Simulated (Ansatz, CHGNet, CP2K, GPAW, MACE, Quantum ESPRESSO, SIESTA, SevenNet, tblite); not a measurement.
# H15W3C3S4N3 (P-1) (56 atoms) in CP2K, part 2 of 3

How do the settings of CP2K change the result for H15W3C3S4N3 (P-1) (56 atoms)? A plane-wave run serves as the yardstick.

Program: CP2K 2026.2; the method stands at each step. Banners and routine set-up lines are dropped from the logs; longer cuts are marked.

So far. Step 2 (PBE, DZVP-UZH, 600/50 Ry, diagonalisation): Forces lie 7.7 % from the reference's, at 20 times its CPU time. Step 3 (GFN1-xTB, diagonalisation): Against the first run (7.7 %), the force difference from the reference is 100 %, at 0.012 times the CPU time (on 1 against 4 cores) (77 SCF steps against 18); the model has changed, so this is no error of the program alone.

## 4. PBE, SZV-MOLOPT-SR, 600/50 Ry, diagonalisation

Method: Kohn-Sham DFT, PBE, GTH-PBE pseudopotentials, Gaussian and plane waves, SZV-MOLOPT-SR-GTH, diagonalisation.

The input, input.inp:

```
&GLOBAL
  PROJECT cell
  RUN_TYPE ENERGY_FORCE
  PRINT_LEVEL LOW
&END GLOBAL
&FORCE_EVAL
  METHOD QS
  STRESS_TENSOR ANALYTICAL
  &DFT
    BASIS_SET_FILE_NAME BASIS_MOLOPT
    POTENTIAL_FILE_NAME GTH_POTENTIALS
    &MGRID
      CUTOFF 600
      REL_CUTOFF 50
      NGRIDS 5
    &END MGRID
    &QS
      EPS_DEFAULT 1.0E-12
    &END QS
    &SCF
      SCF_GUESS ATOMIC
      EPS_SCF 5.0E-06
      MAX_SCF 200
      ADDED_MOS 24
      &DIAGONALIZATION
        ALGORITHM STANDARD
      &END DIAGONALIZATION
      &SMEAR ON
        METHOD FERMI_DIRAC
        ELECTRONIC_TEMPERATURE [K] 580
      &END SMEAR
      &MIXING
        METHOD BROYDEN_MIXING
        ALPHA 0.15
        NBROYDEN 12
      &END MIXING
      &PRINT
        &RESTART OFF
        &END RESTART
      &END PRINT
    &END SCF
    &XC
      &XC_FUNCTIONAL PBE
      &END XC_FUNCTIONAL
    &END XC
    &PRINT
      &MULLIKEN ON
      &END MULLIKEN
      &HIRSHFELD ON
        SHAPE_FUNCTION DENSITY
      &END HIRSHFELD
      &MO ON
        EIGENVALUES T
        OCCUPATION_NUMBERS T
        MO_INDEX_RANGE 97 120
        &EACH
          QS_SCF 0
        &END EACH
        ADD_LAST NUMERIC
      &END MO
    &END PRINT
  &END DFT
  &SUBSYS
    &CELL
      A 9.08470 0.00000 0.00000
      B -2.56559 8.79358 0.00000
      C -4.28655 -3.61609 7.74969
    &END CELL
    &COORD
      H -2.52087 3.11155 2.84902
      H 4.75689 2.12939 4.94787
      H 4.97543 2.67950 2.45820
      H -2.80523 2.51350 5.28010
      H -0.84162 5.19989 7.51945
      H 3.03944 -0.03004 0.25434
      H 3.29462 -3.18065 7.65739
      H -1.06731 8.37211 0.07858
      H 0.02169 5.67879 4.05185
      H 2.24175 -0.50472 3.70141
      H 0.09498 6.21466 2.48013
      H 2.12624 -1.03517 5.22360
      H 6.39902 2.28353 0.59285
      H -4.13870 2.87532 7.13328
      H 6.88507 4.00107 0.67864
      H -4.69034 1.15780 7.08399
      H 5.24469 3.62238 0.26659
      H -2.99664 1.54414 7.42653
      H 0.45869 4.29719 5.66549
      H 1.79027 0.84487 2.06289
[... 32 atom lines left out ...]
      N 0.08401 4.84320 7.72567
      N -2.15061 -3.24865 7.74093
      N 0.46178 5.60925 3.20752
      N 1.68092 -0.42302 4.58751
    &END COORD
    &KIND H
      BASIS_SET SZV-MOLOPT-SR-GTH-q1
      POTENTIAL GTH-PBE-q1
    &END KIND
    &KIND W
      BASIS_SET SZV-MOLOPT-SR-GTH-q14
      POTENTIAL GTH-PBE-q14
    &END KIND
    &KIND C
      BASIS_SET SZV-MOLOPT-SR-GTH-q4
      POTENTIAL GTH-PBE-q4
    &END KIND
    &KIND S
      BASIS_SET SZV-MOLOPT-SR-GTH-q6
      POTENTIAL GTH-PBE-q6
    &END KIND
    &KIND N
      BASIS_SET SZV-MOLOPT-SR-GTH-q5
      POTENTIAL GTH-PBE-q5
    &END KIND
  &END SUBSYS
  &PRINT
    &FORCES ON
    &END FORCES
    &STRESS_TENSOR ON
    &END STRESS_TENSOR
  &END PRINT
&END FORCE_EVAL
```

On the command line:

```console
$ OMP_NUM_THREADS=1 cp2k.psmp -i input.inp > output.txt
```

Output:

```text
CP2K| version string:                                       CP2K version 2026.2
 CP2K| Input file name                                                 input.inp
 GLOBAL| Basis set file name                                        BASIS_MOLOPT
 GLOBAL| Potential file name                                      GTH_POTENTIALS
 GLOBAL| Run type                                                   ENERGY_FORCE
 GLOBAL| Total number of message passing processes                             1
 GLOBAL| Number of threads for this process                                    1
[... lines left out ...]
                        Smear method:                                FERMI_DIRAC
[... lines left out ...]
 Number of electrons:                                                        216
[... lines left out ...]
  Step     Update method      Time    Convergence         Total energy    Change
[... lines left out ...]
  *** SCF run converged in    19 steps ***
[... lines left out ...]
  Fermi energy:                                                 0.250869
  Total energy:                                              -600.544007
  Total energy (extrapolated to T->0):                       -600.543948
[... lines left out ...]
 MO| E(Fermi):            0.250869 a.u.          6.826498 eV
[... lines left out ...]
     56       N      5       5.000          5.132                        -0.132
  Total Charge                                                            0.000
 !-----------------------------------------------------------------------------!
 ENERGY| Total FORCE_EVAL ( QS ) energy [hartree]           -600.544029
 FORCES| Atomic forces [hartree/bohr]
 FORCES|   Atom     x               y               z               |f|
 FORCES|      1  2.84744301E-02 -1.87759781E-02  1.83031251E-02   3.87083313E-02
 FORCES|      2 -1.95564945E-03  1.35858657E-03 -1.76077351E-03   2.96152758E-03
 FORCES|      3  1.79471377E-02  1.31797902E-02  2.81232289E-03   2.24436133E-02
[...]
FORCES|     55  7.03479356E-02 -2.46894988E-02 -7.52304143E-02   1.05915148E-01
 FORCES|     56 -1.33054187E-02  2.85269068E-02 -5.65015920E-02   6.46780371E-02
 FORCES| Sum     5.81268587E-05 -1.01014197E-05  1.00772459E-05
 FORCES| Total atomic force                                       5.98524959E-05
 STRESS| Analytical stress tensor [bar]
 STRESS|                        x                   y                   z
 STRESS|      x        6.44704250529E+04   4.72713814185E+03  -1.53543011481E+03
 STRESS|      y        4.72713814185E+03   4.75955578514E+04   6.97521544341E+03
 STRESS|      z       -1.53543011481E+03   6.97521544341E+03   7.25668398043E+04
 STRESS| 1/3 Trace                                             6.15442742362E+04
```

The job ended after 3.4 min (1 thread of Arm Neoverse V1, shared host; peak memory 2.2 GiB).

Compared with the plane-wave run:

```
r.m.s. force component                           : 1.204 eV/Å
r.m.s. difference of force components            : 644.7 meV/Å
longest difference of force vectors              : 2298 meV/Å
force difference over r.m.s. force               : 73.98 %
slope of forces against the reference's          : 1.181
correlation of force components                  : 0.8546
gap (highest filled to lowest empty level) : 0.6339 eV
gap difference                                   : 0.0908 eV
pressure                                         : 6.154 GPa
pressure difference                              : 2.647 GPa
```

This is a coarse setting, run to see what it loses.

Against the first run (7.7 %), the force difference from the reference is 74 %, at 0.57 times the CPU time (on 1 against 4 cores), with 170 basis functions against 566: the smaller basis costs accuracy.

## 5. PBE, TZVP-UZH, 600/50 Ry, diagonalisation

Method: Kohn-Sham DFT, PBE, GTH-PBE pseudopotentials, Gaussian and plane waves, TZVP-MOLOPT (UZH set), diagonalisation.

input.inp: that of step 4 with these lines changed.

```diff
@@ -9,4 +9,4 @@
   &DFT
-    BASIS_SET_FILE_NAME BASIS_MOLOPT
-    POTENTIAL_FILE_NAME GTH_POTENTIALS
+    BASIS_SET_FILE_NAME BASIS_MOLOPT_UZH
+    POTENTIAL_FILE_NAME POTENTIAL_UZH
     &MGRID
@@ -69,2 +69,3 @@
     &COORD
+      SCALED
 [... 56 atom lines left out: the same atoms as in the first run ...]
@@ -72,3 +73,3 @@
     &KIND H
-      BASIS_SET SZV-MOLOPT-SR-GTH-q1
+      BASIS_SET TZVP-MOLOPT-PBE-GTH-q1
       POTENTIAL GTH-PBE-q1
@@ -76,3 +77,3 @@
     &KIND W
-      BASIS_SET SZV-MOLOPT-SR-GTH-q14
+      BASIS_SET TZVP-MOLOPT-PBE-GTH-q14
       POTENTIAL GTH-PBE-q14
@@ -80,3 +81,3 @@
     &KIND C
-      BASIS_SET SZV-MOLOPT-SR-GTH-q4
+      BASIS_SET TZVP-MOLOPT-PBE-GTH-q4
       POTENTIAL GTH-PBE-q4
@@ -84,3 +85,3 @@
     &KIND S
-      BASIS_SET SZV-MOLOPT-SR-GTH-q6
+      BASIS_SET TZVP-MOLOPT-PBE-GTH-q6
       POTENTIAL GTH-PBE-q6
@@ -88,3 +89,3 @@
     &KIND N
-      BASIS_SET SZV-MOLOPT-SR-GTH-q5
+      BASIS_SET TZVP-MOLOPT-PBE-GTH-q5
       POTENTIAL GTH-PBE-q5
```

On the command line:

```console
$ OMP_NUM_THREADS=1 mpirun -np 4 cp2k.psmp -i input.inp > output.txt
```

Output:

```text
CP2K| version string:                                       CP2K version 2026.2
 CP2K| Input file name                                                 input.inp
 GLOBAL| Basis set file name                                    BASIS_MOLOPT_UZH
 GLOBAL| Potential file name                                       POTENTIAL_UZH
 GLOBAL| Run type                                                   ENERGY_FORCE
 GLOBAL| Total number of message passing processes                             4
 GLOBAL| Number of threads for this process                                    1
 TOTAL NUMBERS AND MAXIMUM NUMBERS
  Total number of            - Atomic kinds:                                   5
                             - Atoms:                                         56
[... lines left out ...]
                        Smear method:                                FERMI_DIRAC
[... lines left out ...]
 Number of electrons:                                                        216
[... lines left out ...]
  Step     Update method      Time    Convergence         Total energy    Change
[... lines left out ...]
  *** SCF run converged in    18 steps ***
[... lines left out ...]
  Fermi energy:                                                 0.141891
  Total energy:                                              -602.556226
  Total energy (extrapolated to T->0):                       -602.556092
[... lines left out ...]
 MO| E(Fermi):            0.141891 a.u.          3.861048 eV
[... lines left out ...]
 !-----------------------------------------------------------------------------!
 !-----------------------------------------------------------------------------!
                           Hirshfeld Charges
  #Atom  Element  Kind  Ref Charge     Population                    Net charge
      1       H      1       1.000          0.914                         0.086
      2       H      1       1.000          0.910                         0.090
      3       H      1       1.000          0.895                         0.105
[...]
55       N      5       5.000          5.147                        -0.147
     56       N      5       5.000          5.138                        -0.138
  Total Charge                                                           -0.000
 !-----------------------------------------------------------------------------!
 ENERGY| Total FORCE_EVAL ( QS ) energy [hartree]           -602.556247
 FORCES| Atomic forces [hartree/bohr]
 FORCES|   Atom     x               y               z               |f|
 FORCES|      1  6.17411539E-03 -1.21319373E-02  2.20857639E-03   1.37906277E-02
 FORCES|      2  1.66420080E-02 -6.14529987E-03  9.11903852E-03   1.99468795E-02
 FORCES|      3  2.86785368E-02  2.05149029E-02 -3.78331656E-04   3.52627686E-02
[...]
FORCES|     55  6.32901922E-02 -2.24547455E-02 -6.17878956E-02   9.12557289E-02
 FORCES|     56 -7.10901330E-03  2.54214481E-02 -4.36472309E-02   5.10085175E-02
 FORCES| Sum     5.17214494E-05 -9.49568107E-06  1.84079922E-05
 FORCES| Total atomic force                                       5.57147239E-05
 STRESS| Analytical stress tensor [bar]
 STRESS|                        x                   y                   z
 STRESS|      x        4.35080513222E+04   1.96706114148E+03   2.03244524651E+03
 STRESS|      y        1.96706114148E+03   2.21761522534E+04  -1.17984712461E+03
 STRESS|      z        2.03244524651E+03  -1.17984712461E+03   3.71974774075E+04
 STRESS| 1/3 Trace                                             3.42938936611E+04
```

The job ended after 91 s (4 MPI ranks; peak memory 3.3 GiB; 6.1 min of CPU time).

Compared with the plane-wave run:

- r.m.s. force component: 0.8804 eV/Å
- r.m.s. difference of force components: 66.55 meV/Å
- longest difference of force vectors: 234.7 meV/Å
- force difference over r.m.s. force: 7.637 %
- slope of forces against the reference's: 1.008
- correlation of force components: 0.9972
- gap (highest filled to lowest empty level): 0.54 eV
- gap difference: -0.0031 eV
- pressure: 3.429 GPa
- pressure difference: -0.0783 GPa

Against the first run (7.7 %), the force difference from the reference is 7.6 %, at 1.0 times the CPU time, with 730 basis functions against 566.

## 6. PBE, DZVP-UZH, 420/50 Ry, diagonalisation

Method: Kohn-Sham DFT, PBE, GTH-PBE pseudopotentials, Gaussian and plane waves, DZVP-MOLOPT (UZH set), diagonalisation.

input.inp: that of step 5 with these lines changed.

```diff
@@ -12,5 +12,4 @@
     &MGRID
-      CUTOFF 600
+      CUTOFF 420
       REL_CUTOFF 50
-      NGRIDS 5
     &END MGRID
@@ -73,3 +72,3 @@
     &KIND H
-      BASIS_SET TZVP-MOLOPT-PBE-GTH-q1
+      BASIS_SET DZVP-MOLOPT-PBE-GTH-q1
       POTENTIAL GTH-PBE-q1
@@ -77,3 +76,3 @@
     &KIND W
-      BASIS_SET TZVP-MOLOPT-PBE-GTH-q14
+      BASIS_SET DZVP-MOLOPT-PBE-GTH-q14
       POTENTIAL GTH-PBE-q14
@@ -81,3 +80,3 @@
     &KIND C
-      BASIS_SET TZVP-MOLOPT-PBE-GTH-q4
+      BASIS_SET DZVP-MOLOPT-PBE-GTH-q4
       POTENTIAL GTH-PBE-q4
@@ -85,3 +84,3 @@
     &KIND S
-      BASIS_SET TZVP-MOLOPT-PBE-GTH-q6
+      BASIS_SET DZVP-MOLOPT-PBE-GTH-q6
       POTENTIAL GTH-PBE-q6
@@ -89,3 +88,3 @@
     &KIND N
-      BASIS_SET TZVP-MOLOPT-PBE-GTH-q5
+      BASIS_SET DZVP-MOLOPT-PBE-GTH-q5
       POTENTIAL GTH-PBE-q5
```

On the command line:

```console
$ OMP_NUM_THREADS=2 cp2k.psmp -i input.inp > output.txt
```

Output:

```text
CP2K| version string:                                       CP2K version 2026.2
 CP2K| Input file name                                                 input.inp
 GLOBAL| Basis set file name                                    BASIS_MOLOPT_UZH
 GLOBAL| Potential file name                                       POTENTIAL_UZH
 GLOBAL| Run type                                                   ENERGY_FORCE
 GLOBAL| Total number of message passing processes                             1
 GLOBAL| Number of threads for this process                                    2
 TOTAL NUMBERS AND MAXIMUM NUMBERS
  Total number of            - Atomic kinds:                                   5
                             - Atoms:                                         56
[... lines left out ...]
                        Smear method:                                FERMI_DIRAC
[... lines left out ...]
 Number of electrons:                                                        216
[... lines left out ...]
  Step     Update method      Time    Convergence         Total energy    Change
[... lines left out ...]
  *** SCF run converged in    18 steps ***
[... lines left out ...]
  Fermi energy:                                                 0.142847
  Total energy:                                              -602.537855
  Total energy (extrapolated to T->0):                       -602.537727
[... lines left out ...]
 MO| E(Fermi):            0.142847 a.u.          3.887077 eV
[... lines left out ...]
 !-----------------------------------------------------------------------------!
 !-----------------------------------------------------------------------------!
                           Hirshfeld Charges
  #Atom  Element  Kind  Ref Charge     Population                    Net charge
      1       H      1       1.000          0.914                         0.086
      2       H      1       1.000          0.911                         0.089
      3       H      1       1.000          0.896                         0.104
[...]
55       N      5       5.000          5.144                        -0.144
     56       N      5       5.000          5.134                        -0.134
  Total Charge                                                           -0.000
 !-----------------------------------------------------------------------------!
 ENERGY| Total FORCE_EVAL ( QS ) energy [hartree]           -602.537886
 FORCES| Atomic forces [hartree/bohr]
 FORCES|   Atom     x               y               z               |f|
 FORCES|      1  6.80431862E-03 -1.23258145E-02  2.62230741E-03   1.43213460E-02
 FORCES|      2  1.65854994E-02 -6.15090700E-03  9.08428855E-03   1.98855914E-02
 FORCES|      3  2.87270540E-02  2.05857723E-02 -5.15688408E-04   3.53452060E-02
[...]
FORCES|     55  6.38890761E-02 -2.35854353E-02 -6.34210667E-02   9.30608323E-02
 FORCES|     56 -7.28899702E-03  2.67033600E-02 -4.41834164E-02   5.21380207E-02
 FORCES| Sum    -1.24018522E-04 -6.34055422E-05  1.81300095E-04
 FORCES| Total atomic force                                       2.28627604E-04
 STRESS| Analytical stress tensor [bar]
 STRESS|                        x                   y                   z
 STRESS|      x        4.53271370777E+04   1.93152385025E+03   2.15647342371E+03
 STRESS|      y        1.93152385025E+03   2.33574394230E+04  -1.49512811707E+03
 STRESS|      z        2.15647342371E+03  -1.49512811707E+03   3.85428175915E+04
 STRESS| 1/3 Trace                                             3.57424646974E+04
```

The job ended after 2.9 min (2 threads; peak memory 1.6 GiB).

Compared with the plane-wave run:

| Item | Value |
| --- | --- |
| r.m.s. force component | 0.8951 eV/Å |
| r.m.s. difference of force components | 67.07 meV/Å |
| longest difference of force vectors | 261.9 meV/Å |
| force difference over r.m.s. force | 7.697 % |
| slope of forces against the reference's | 1.024 |
| correlation of force components | 0.9975 |
| gap (highest filled to lowest empty level) | 0.5454 eV |
| gap difference | 0.0023 eV |
| pressure | 3.574 GPa |
| pressure difference | 0.0665 GPa |
| energy less the same-level run's | -0.0048 meV/atom |
| r.m.s. force difference from the same-level run | 1.329 meV/Å |

Against the first run (7.7 %), the force difference from the reference is 7.7 %, at 0.93 times the CPU time (on 2 against 4 cores): the change moves forces by 1.3 meV/Å r.m.s., so most of the difference comes from elsewhere.

## 7. PBE, DZVP-UZH, 840/50 Ry, diagonalisation

Method: Kohn-Sham DFT, PBE, GTH-PBE pseudopotentials, Gaussian and plane waves, DZVP-MOLOPT (UZH set), diagonalisation.

input.inp: that of step 6 with these lines changed.

```diff
@@ -12,4 +12,5 @@
     &MGRID
-      CUTOFF 420
+      CUTOFF 840
       REL_CUTOFF 50
+      NGRIDS 5
     &END MGRID
@@ -68,3 +69,2 @@
     &COORD
-      SCALED
 [... 56 atom lines left out: the same atoms as in the first run ...]
```

On the command line:

```console
$ OMP_NUM_THREADS=1 mpirun -np 4 cp2k.psmp -i input.inp > output.txt
```

Output:

```text
CP2K| version string:                                       CP2K version 2026.2
 CP2K| Input file name                                                 input.inp
 GLOBAL| Basis set file name                                    BASIS_MOLOPT_UZH
 GLOBAL| Potential file name                                       POTENTIAL_UZH
[... lines left out ...]
 Number of electrons:                                                        216
[... lines left out ...]
  Step     Update method      Time    Convergence         Total energy    Change
[... lines left out ...]
  *** SCF run converged in    18 steps ***
[... lines left out ...]
  Fermi energy:                                                 0.142847
  Total energy:                                              -602.537842
  Total energy (extrapolated to T->0):                       -602.537714
[... lines left out ...]
 MO| E(Fermi):            0.142847 a.u.          3.887076 eV
[... lines left out ...]
 ENERGY| Total FORCE_EVAL ( QS ) energy [hartree]           -602.537873
[... lines left out ...]
 FORCES|      1  6.80466166E-03 -1.23261713E-02  2.62273682E-03   1.43218947E-02
 FORCES|      2  1.65869575E-02 -6.15150300E-03  9.08431204E-03   1.98870026E-02
 FORCES|      3  2.87278619E-02  2.05866116E-02 -5.15213295E-04   3.53463445E-02
[...]
FORCES|     55  6.40375471E-02 -2.35645326E-02 -6.35421558E-02   9.32400139E-02
 FORCES|     56 -7.18976635E-03  2.67232403E-02 -4.42272212E-02   5.21715574E-02
 FORCES| Sum     6.90508935E-05 -1.97210102E-05 -2.06317820E-05
 FORCES| Total atomic force                                       7.47168962E-05
 STRESS| Analytical stress tensor [bar]
 STRESS|                        x                   y                   z
 STRESS|      x        4.53234759978E+04   1.93116258462E+03   2.15844210759E+03
 STRESS|      y        1.93116258462E+03   2.33512654048E+04  -1.49659983868E+03
 STRESS|      z        2.15844210759E+03  -1.49659983868E+03   3.85375577029E+04
 STRESS| 1/3 Trace                                             3.57374330352E+04
```

Run time: 2 min. Hardware: 4 MPI ranks; peak memory 4.8 GiB.

Against the reference:

* r.m.s. force component: 0.8954 eV/Å
* r.m.s. difference of force components: 66.88 meV/Å
* longest difference of force vectors: 271.1 meV/Å
* force difference over r.m.s. force: 7.675 %
* slope of forces against the reference's: 1.025
* correlation of force components: 0.9975
* gap (highest filled to lowest empty level): 0.5454 eV
* gap difference: 0.0023 eV
* pressure: 3.574 GPa
* pressure difference: 0.066 GPa
* energy less the same-level run's: 0.0016 meV/atom
* r.m.s. force difference from the same-level run: 0.354 meV/Å

Against the first run (7.7 %), the force difference from the reference is 7.7 %, at 1.3 times the CPU time: the change moves forces by 0.35 meV/Å r.m.s., so most of the difference comes from elsewhere.

[end of part 2 of 3]

[Long decimals in the printed logs are rounded to 6 places.]

[Also dropped from logs without a mark: lines with file paths, logging warnings of Python, QE's lines on negative density and diagonalisation, SIESTA's first energy breakdown, zero terms and Voronoi charges.]

[Logs are printed without paths, hosts, clocks, repeated set-up lines and the standing remarks that a program may print on its own settings, such as how far it seeks lower states.]

[Hosts, paths, dates, database ids (printed as entryN), source tags and the programs' standing remarks are cut or masked in the printed files.]

[Most failed runs of this program on this cell are left out, timed-out ones always.]
